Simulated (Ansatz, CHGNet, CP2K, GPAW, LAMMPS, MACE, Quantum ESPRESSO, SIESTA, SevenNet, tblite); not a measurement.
## Quantum ESPRESSO runs on glassy 69SiO2-19Al2O3-6SrO-6Li2O (mol %) (106 atoms)

How do the settings of Quantum ESPRESSO change the result for glassy 69SiO2-19Al2O3-6SrO-6Li2O (mol %) (106 atoms)? A plane-wave run serves as the yardstick.

Calculated with Quantum ESPRESSO 7.5; the method is named at each step.

## 1. Starting point

The cell holds 106 atoms: 22 Si, 12 Al, 2 Sr, 4 Li and 66 O. Cell: a = 10.593 Å, b = 10.593 Å, c = 10.593 Å, α = 90.0°, β = 90.0°, γ = 90.0°. 106 atoms (22 Si, 12 Al, 2 Sr, 4 Li, 66 O) placed at random at 3.07 g/cm³, melted at 4000 K for 10 ps at fixed volume with the Morse and Coulomb pair potential with partial charges (Pedone, Malavasi, Menziani, Cormack and Segre, J. Phys. Chem. B 110, 11780 (2006)). Quenched from 4000 K to 300 K at 50 K/ps and fixed volume, held 5 ps.

The yardstick, on the same geometry:

| Property | Result |
| --- | --- |
| method | Kohn-Sham DFT, PBE, PAW, plane waves (Ansatz 0.2.0); cutoff 420 eV, Γ point, fermi-dirac smearing of 0.05 eV; PAW set soft_2 |
| r.m.s. force component | 1.347 eV/Å |
| longest force | 5.677 eV/Å |
| pressure | 6.753 GPa |
| gap (highest filled to lowest empty level) | 3.279 eV |
| SCF cycles | 9 |
| time | 11 s on 8 threads of Arm Neoverse V1, shared host |
| CPU time | 78 s |

## 2. PBE, sssp-1.3.0-efficiency, 60/480 Ry

Method: Kohn-Sham DFT, PBE, SSSP efficiency 1.3.0 pseudopotentials, plane waves.

The input, pw.in:

```
&control
  calculation = 'scf'
  pseudo_dir = './pseudo'
  outdir = './tmp'
  disk_io = 'none'
  tprnfor = .true.
  tstress = .true.
/
&system
  ibrav = 0
  nat = 106
  ntyp = 5
  ecutwfc = 60
  ecutrho = 480
  nosym = .true.
  occupations = 'smearing'
  smearing = 'fd'
  degauss = 0.003675
/
&electrons
  conv_thr = 5.3e-07
  electron_maxstep = 100
  mixing_beta = 0.4
  mixing_mode = 'plain'
  diagonalization = 'david'
/
ATOMIC_SPECIES
Si 28.085 Si.upf
Al 26.982 Al.upf
Sr 87.620 Sr.upf
Li 6.940 Li.upf
O 15.999 O.upf
CELL_PARAMETERS angstrom
10.59320 0.00000 0.00000
0.00000 10.59320 0.00000
0.00000 0.00000 10.59320
ATOMIC_POSITIONS crystal
Si 0.74727 0.68179 0.16106
Si 0.13317 0.38035 0.42581
Si 0.36192 0.91756 0.71849
Si 0.75252 0.97896 0.52865
Si 0.53450 0.56813 0.61881
Si 0.62049 0.16968 0.25414
Si 0.27253 0.45919 0.85625
Si 0.84509 0.47558 0.99851
Si 0.43804 0.71130 0.93241
Si 0.87164 0.30778 0.23130
Si 0.47196 0.92515 0.45376
Si 0.89451 0.45648 0.56162
Si 0.67349 0.50362 0.35373
Si 0.13975 0.09629 0.68531
Si 0.69056 0.76042 0.77594
Si 0.36723 0.19812 0.49808
Si 0.89968 0.05378 0.96424
Si 0.48555 0.37729 0.13729
Si 0.66363 0.95442 0.08992
Si 0.33066 0.08404 0.04943
Si 0.10738 0.86220 0.27904
Si 0.38432 0.85015 0.20339
Al 0.64476 0.24406 0.56034
Al 0.42138 0.21193 0.78870
Al 0.22289 0.60926 0.62034
Al 0.18359 0.46377 0.13236
Al 0.01407 0.62283 0.80252
Al 0.64259 0.07034 0.81462
Al 0.62180 0.38252 0.86153
Al 0.03506 0.71073 0.04975
Al 0.96790 0.73817 0.51432
Al 0.97669 0.09845 0.41846
Al 0.12773 0.22693 0.97559
Al 0.14000 0.89848 0.89320
Sr 0.90923 0.27071 0.74424
Sr 0.35805 0.60524 0.35086
Li 0.93398 0.87483 0.73366
Li 0.99583 0.58671 0.26894
Li 0.06234 0.11958 0.19048
Li 0.69913 0.73149 0.46513
O 0.37242 0.80532 0.82610
O 0.96561 0.22265 0.30842
O 0.37587 0.98994 0.16562
O 0.08958 0.00230 0.34132
O 0.79713 0.11004 0.86899
O 0.47986 0.26283 0.57061
O 0.99024 0.96036 0.87724
O 0.62162 0.91885 0.48722
O 0.38560 0.16838 0.94609
O 0.58644 0.70601 0.88471
O 0.53488 0.38748 0.99766
O 0.73457 0.56412 0.07116
O 0.41470 0.07176 0.44123
O 0.35059 0.44685 0.15950
O 0.09972 0.74548 0.89806
O 0.71468 0.10164 0.61012
[... 46 atom lines left out ...]
O 0.49852 0.23702 0.18638
O 0.69879 0.64088 0.30104
O 0.38515 0.60480 0.59984
O 0.36551 0.58114 0.90232
K_POINTS gamma
```

Run with:

```bash
OMP_NUM_THREADS=1 mpirun -np 4 pw.x -in pw.in > output.txt
```

Log:

```text
Program PWSCF
     gamma-point specific algorithms are used
     one sub-group per band group will be used
     scalapack distributed-memory algorithm (size of sub-group:  2*  2 procs)
     Parallelization info
     sticks:   dense  smooth     PW     G-vecs:    dense   smooth      PW
     Min        3821    1912    474               356026   125972   15726
     Max        3824    1916    476               356032   125976   15736
     Sum       15289    7653   1901              1424115   503895   62933
     bravais-lattice index     =            0
     lattice parameter (alat)  =      20.0182  a.u.
     unit-cell volume          =    8021.9161 (a.u.)^3
     number of atoms/cell      =          106
     number of atomic types    =            5
     number of electrons       =       552.00
     number of Kohn-Sham states=          331
     kinetic-energy cutoff     =      60.0000  Ry
     charge density cutoff     =     480.0000  Ry
     scf convergence threshold =      5.3E-07
     mixing beta               =       0.4000
     number of iterations used =            8  plain     mixing
     Exchange-correlation= SLA  PW   PBX  PBC
                           (   1   4   3   4   0   0   0)
     crystal axes: (cart. coord. in units of alat)
               a(1) = (   1.000000   0.000000   0.000000 )
               a(2) = (   0.000000   1.000000   0.000000 )
               a(3) = (   0.000000   0.000000   1.000000 )
     reciprocal axes: (cart. coord. in units 2 pi/alat)
               b(1) = (  1.000000  0.000000  0.000000 )
               b(2) = (  0.000000  1.000000  0.000000 )
               b(3) = (  0.000000  0.000000  1.000000 )
     PseudoPot. # 1 for Si:
     Pseudo is Ultrasoft + core correction, Zval =  4.0
     PseudoPot. # 2 for Al:
     Pseudo is Projector augmented-wave + core cor, Zval =  3.0
     PseudoPot. # 3 for Sr:
     Pseudo is Ultrasoft + core correction, Zval = 10.0
     PseudoPot. # 4 for Li:
     Pseudo is Ultrasoft, Zval =  3.0
     PseudoPot. # 5 for O :
     Pseudo is Projector augmented-wave + core cor, Zval =  6.0
     atomic species   valence    mass     pseudopotential
     Si                4.00    28.08500     Si( 1.00)
     Al                3.00    26.98200     Al( 1.00)
     Sr               10.00    87.62000     Sr( 1.00)
     Li                3.00     6.94000     Li( 1.00)
     O                 6.00    15.99900     O ( 1.00)
     No symmetry found
   Cartesian axes
     number of k points=     1  Fermi-Dirac smearing, width (Ry)=  0.0037
                       cart. coord. in units 2pi/alat
        k(    1) = (   0.0000000   0.0000000   0.0000000), wk =   2.0000000
     Dense  grid:   712058 G-vectors     FFT dimensions: ( 144, 144, 144)
     Smooth grid:   251948 G-vectors     FFT dimensions: ( 100, 100, 100)
     Initial potential from superposition of free atoms
     starting charge     550.0898, renormalised to     552.0000
     negative rho (up, down):  1.278E-01 0.000E+00
     Starting wfcs are  446 randomized atomic wfcs
     Self-consistent Calculation
     iteration #  1     ecut=    60.00 Ry     beta= 0.40
     negative rho (up, down):  1.285E-01 0.000E+00
     total energy              =   -3678.33028689 Ry
     estimated scf accuracy    <      25.87007021 Ry
     iteration #  2     ecut=    60.00 Ry     beta= 0.40
     negative rho (up, down):  1.300E-01 0.000E+00
     total energy              =   -3684.17239974 Ry
     estimated scf accuracy    <       0.96749698 Ry
     iteration #  3     ecut=    60.00 Ry     beta= 0.40
     negative rho (up, down):  1.319E-01 0.000E+00
     total energy              =   -3684.23720028 Ry
     estimated scf accuracy    <       0.41383294 Ry
     iteration #  4     ecut=    60.00 Ry     beta= 0.40
     negative rho (up, down):  1.326E-01 0.000E+00
     total energy              =   -3684.29407336 Ry
     estimated scf accuracy    <       0.07147168 Ry
     iteration #  5     ecut=    60.00 Ry     beta= 0.40
     negative rho (up, down):  1.325E-01 0.000E+00
     total energy              =   -3684.28936928 Ry
     estimated scf accuracy    <       0.01534173 Ry
     iteration #  6     ecut=    60.00 Ry     beta= 0.40
     c_bands:  1 eigenvalues not converged
[...]
total energy              =   -3684.29353917 Ry
     estimated scf accuracy    <       0.00063804 Ry
     iteration #  7     ecut=    60.00 Ry     beta= 0.40
[...]
total energy              =   -3684.29374504 Ry
     estimated scf accuracy    <       0.00009452 Ry
     iteration #  8     ecut=    60.00 Ry     beta= 0.40
[...]
total energy              =   -3684.29374755 Ry
     estimated scf accuracy    <       0.00003798 Ry
     iteration #  9     ecut=    60.00 Ry     beta= 0.40
[...]
total energy              =   -3684.29376005 Ry
     estimated scf accuracy    <       0.00000779 Ry
     iteration # 10     ecut=    60.00 Ry     beta= 0.40
[...]
total energy              =   -3684.29376066 Ry
     estimated scf accuracy    <       0.00000116 Ry
     iteration # 11     ecut=    60.00 Ry     beta= 0.40
     negative rho (up, down):  1.323E-01 0.000E+00
     End of self-consistent calculation
          k = 0.0000 0.0000 0.0000 ( 31467 PWs)   bands (ev):
   -39.2990 -38.6751 -38.6090 -37.9716 -28.9833 -27.6844 -15.8822 -15.5000
   -15.4357 -15.0286 -14.9337 -14.8211 -14.6926 -14.5613 -14.5300 -14.4915
   -14.3623 -14.2407 -14.1510 -14.1030 -14.0179 -13.9266 -13.9015 -13.8265
   -13.7256 -13.7060 -13.6835 -13.6432 -13.5957 -13.5668 -13.4874 -13.4250
   -13.3160 -13.2749 -13.2266 -13.1825 -13.1473 -13.0863 -13.0437 -13.0412
   -13.0182 -12.9364 -12.9111 -12.8646 -12.8405 -12.7767 -12.7536 -12.7085
[...]
12.6794  12.7231  12.7740  12.8406  12.8883  12.9258  12.9502  13.0510
    13.1031  13.1394  13.2057  13.2662  13.2783  13.3212  13.3349  13.4300
    13.4834  13.5643  13.6260  13.7014  13.7359  13.7640  13.8550  13.8677
    13.9436  14.0189  14.0470
     the Fermi energy is     6.9046 ev
!    total energy              =   -3684.29376114 Ry
     estimated scf accuracy    <       0.00000015 Ry
     smearing contrib. (-TS)   =      -0.00000000 Ry
     internal energy E=F+TS    =   -3684.29376114 Ry
     The total energy is F=E-TS. E is the sum of the following terms:
     one-electron contribution =    -944.09177130 Ry
     hartree contribution      =     800.82624817 Ry
     xc contribution           =    -722.65775017 Ry
     ewald contribution        =   -1775.44500736 Ry
     one-center paw contrib.   =   -1042.92548048 Ry
     convergence has been achieved in  11 iterations
     negative rho (up, down):  1.323E-01 0.000E+00
     Forces acting on atoms (cartesian axes, Ry/au):
     atom    1 type  1   force =     0.01764617    0.04587303   -0.03058380
     atom    2 type  1   force =     0.10521770    0.04357472    0.01306395
     atom    3 type  1   force =     0.02543717    0.03530158    0.04603091
     atom    4 type  1   force =     0.09445858    0.03929781   -0.08221828
     atom    5 type  1   force =     0.04380743    0.03714180    0.05169521
     atom    6 type  1   force =     0.05277322    0.10222174    0.02446428
[...]
atom  104 type  5   force =     0.01450468    0.11710106    0.04925984
     atom  105 type  5   force =     0.04066485    0.00598331   -0.02627133
     atom  106 type  5   force =    -0.02237038   -0.05943959    0.02508420
     Total force =     0.951675     Total SCF correction =     0.000846
     Computing stress (Cartesian axis) and pressure
     negative rho (up, down):  1.323E-01 0.000E+00
          total   stress  (Ry/bohr**3)                   (kbar)     P=       70.86
   0.00041087   0.00014301   0.00015160           60.44       21.04       22.30
   0.00014301   0.00062870  -0.00014801           21.04       92.49      -21.77
   0.00015160  -0.00014801   0.00040557           22.30      -21.77       59.66
     Message from routine punch:
     Nothing written, as per user request (disk_io='none')
```

Elapsed: 4.2 min, on 4 MPI ranks of Arm Neoverse V1, shared host; peak memory 4 GiB; 17 min of CPU time.

Banners, paths, timers and routine set-up lines are dropped from the logs unmarked, and long logs keep their key lines alone; longer cuts are marked.

Against the reference:

| Item | Value |
| --- | --- |
| r.m.s. force component | 1.372 eV/Å |
| r.m.s. difference of force components | 37.6 meV/Å |
| longest difference of force vectors | 148.7 meV/Å |
| force difference over r.m.s. force | 2.791 % |
| slope of forces against the reference's | 1.018 |
| correlation of force components | 0.9998 |
| gap (highest filled to lowest empty level) | 3.29 eV |
| gap difference | 0.0115 eV |
| pressure | 7.086 GPa |
| pressure difference | 0.3328 GPa |

Length of the force difference by element (eV/Å):

```csv
element,atoms,mean,most
Al,12,0.071,0.12
Li,4,0.0022,0.0034
O,66,0.058,0.14
Si,22,0.060,0.15
Sr,2,0.0042,0.0051
```

Levels nearest the highest filled one (eV from it): -1.02, -0.98, -0.86, -0.82, -0.81, -0.72, -0.64, -0.47, -0.42, -0.41, -0.02, 0.00, 3.29, 4.35, 4.59, 4.68, 4.84, 5.17, 5.22, 5.39, 5.43, 5.60, 5.76, 5.79.

The surroundings of Sr35, one of the 2 Sr atoms, nearest first, numbered as they follow in the input and with coordinates relative to it.

```csv
atom,x,y,z,distance (Å),bonds,Fx,Fy,Fz (eV/Å)
Sr35,0.00,0.00,0.00,0.00,7,-0.30,-1.01,0.64
O45,-1.19,-1.70,1.32,2.46,3,0.17,1.31,-1.38
O101,-1.46,0.99,-1.73,2.47,3,-0.09,-0.59,0.03
O100,0.40,2.40,-0.47,2.47,3,0.05,-0.46,1.08
O99,2.20,-0.90,0.73,2.49,3,-0.25,-0.21,-1.25
O64,-1.39,1.32,1.62,2.50,3,0.30,-1.33,-1.72
Si12,-0.16,1.97,-1.93,2.76,4,-0.03,0.55,0.88
O88,1.24,-1.92,-1.62,2.81,3,-2.26,0.17,-1.30
O73,1.08,0.91,-2.43,2.81,3,-0.83,-0.75,-0.24
```

Forces lie 2.8 % from the reference's, at 13 times its CPU time (on 4 against 8 cores).

## 3. PBE, gbrv-1.5, 40/200 Ry

Method: Kohn-Sham DFT, PBE, GBRV 1.5 ultrasoft pseudopotentials, plane waves.

The pseudopotential files are exchanged too: ./pseudo now holds the set gbrv-pbe-1.5.

Changes to pw.in since step 2:

```diff
@@ -12,4 +12,4 @@
   ntyp = 5
-  ecutwfc = 60
-  ecutrho = 480
+  ecutwfc = 40
+  ecutrho = 200
   nosym = .true.
```

Run with:

```bash
OMP_NUM_THREADS=1 mpirun -np 2 pw.x -in pw.in > output.txt
```

Log:

```text
[banner, memory and clock lines left out]
Program PWSCF
     gamma-point specific algorithms are used
     bravais-lattice index     =            0
     lattice parameter (alat)  =      20.0182  a.u.
     unit-cell volume          =    8021.9161 (a.u.)^3
[... lines left out ...]
     number of k points=     1  Fermi-Dirac smearing, width (Ry)=  0.0037
[... lines left out ...]
     total energy              =   -2626.70921824 Ry
[... lines left out ...]
     total energy              =   -2632.27199887 Ry
[... lines left out ...]
     total energy              =   -2632.30335211 Ry
[... lines left out ...]
     total energy              =   -2632.34446096 Ry
[... lines left out ...]
     total energy              =   -2632.34446194 Ry
[... lines left out ...]
     the Fermi energy is     6.8944 ev
!    total energy              =   -2632.34446270 Ry
[... lines left out ...]
     internal energy E=F+TS    =   -2632.34446270 Ry
     The total energy is F=E-TS. E is the sum of the following terms:
     one-electron contribution =    -972.29943894 Ry
     hartree contribution      =     808.57501509 Ry
     xc contribution           =    -693.17502482 Ry
     ewald contribution        =   -1775.44501402 Ry
     convergence has been achieved in  10 iterations
     negative rho (up, down):  1.335E-01 0.000E+00
     Forces acting on atoms (cartesian axes, Ry/au):
     atom    1 type  1   force =     0.01969145    0.04466760   -0.03190815
     atom    2 type  1   force =     0.10481933    0.04461429    0.01294569
     atom    3 type  1   force =     0.02650003    0.03684889    0.04615662
[...]
atom  105 type  5   force =     0.04223521    0.00585516   -0.02613063
     atom  106 type  5   force =    -0.02184040   -0.05871945    0.02537310
     Total force =     0.941440     Total SCF correction =     0.000839
     Computing stress (Cartesian axis) and pressure
     negative rho (up, down):  1.335E-01 0.000E+00
          total   stress  (Ry/bohr**3)                   (kbar)     P=       72.46
   0.00042118   0.00014385   0.00015009           61.96       21.16       22.08
   0.00014385   0.00063820  -0.00014680           21.16       93.88      -21.60
   0.00015009  -0.00014680   0.00041841           22.08      -21.60       61.55
     Message from routine punch:
     Nothing written, as per user request (disk_io='none')
```

Wall time 3.2 min (2 MPI ranks); peak memory 1.5 GiB; 6.3 min of CPU time.

Against the reference:

```
r.m.s. force component                           : 1.357 eV/Å
r.m.s. difference of force components            : 24.61 meV/Å
longest difference of force vectors              : 108.4 meV/Å
force difference over r.m.s. force               : 1.826 %
slope of forces against the reference's          : 1.007
correlation of force components                  : 0.9999
gap (highest filled to lowest empty level) : 3.305 eV
gap difference                                   : 0.0262 eV
pressure                                         : 7.246 GPa
pressure difference                              : 0.4928 GPa
```

Against the first run (2.8 %), the force difference from the reference is 1.8 %, at 0.38 times the CPU time (on 2 against 4 cores).

The run ends at a pressure of 7.25 GPa, with forces up to 5.7 eV/Å.

## 4. Side by side

Differences are against the plane-wave reference, forces as r.m.s. over components; share is that over the reference's r.m.s. force, slope the least-squares factor from reference forces to these. Total energies of different programs have different zeros and aren't compared.

```csv
run,"Δ force, r.m.s. (meV/Å)",share (%),slope,Δ pressure (GPa),Δ gap (eV),cores,CPU time,memory (GiB)
reference,-,-,-,-,-,8,78 s,1.6
"QE PBE, sssp-1.3.0-efficiency, 60/480 Ry",37.6,2.79,1.018,0.333,0.0115,4,17 min,4
"QE PBE, gbrv-1.5, 40/200 Ry",24.6,1.83,1.007,0.493,0.0262,2,6.3 min,1.5
```

CPU time is summed over cores on a shared host, where runs went side by side, so it is rough. Symmetry, cutoffs, thresholds, outputs and thread counts weren't matched or tuned between programs; memory under MPI is the largest rank's times the ranks.

## 5. Summary of results

| Property | Result |
| --- | --- |
| nearest in forces | QE PBE, gbrv-1.5, 40/200 Ry, 1.8 % |
| its CPU time | 6.3 min |

In words: PBE on plane waves or a grid with other potentials, cutoffs or grids differs from the reference by 1.8 % (QE PBE, gbrv-1.5, 40/200 Ry) to 2.8 % (QE PBE, sssp-1.3.0-efficiency, 60/480 Ry) of the r.m.s. force; this holds the reference's own error, so differences of a few per cent don't tell which side is nearer the exact PBE result (QE's 60 Ry are 816 eV, against the reference's 420 eV). None of the electronic-structure runs in the table takes under half the reference's CPU time of 78 s; they take 4.9 to 13 times as much. At the same functional, gaps differ from the reference's 3.28 eV by between +0.01 and +0.03 eV. The quench rate of 50 K/ps is many orders above laboratory rates, so the cell is likely richer in defects and strain than a real sample. The network of bonds at the start is that of the classical potential that made the cell, and needn't be the one that DFT or experiment would give. The reference's stress is far from hydrostatic: its diagonal is 5.7, 8.9, 5.7 GPa, compression counted positive. The electronic-structure runs sample only Γ, in a cell whose shortest periodic width is 11 Å.

[Also dropped from logs without a mark: logging warnings of Python, and SIESTA's first energy breakdown and zero terms.]

[Logs are printed without paths, hosts, clocks, repeated set-up lines and the standing remarks that a program may print on its own settings, such as how far it seeks lower states.]

[Hosts, paths, dates, database ids (printed as entryN), source tags and the programs' standing remarks are cut or masked in the printed files.]
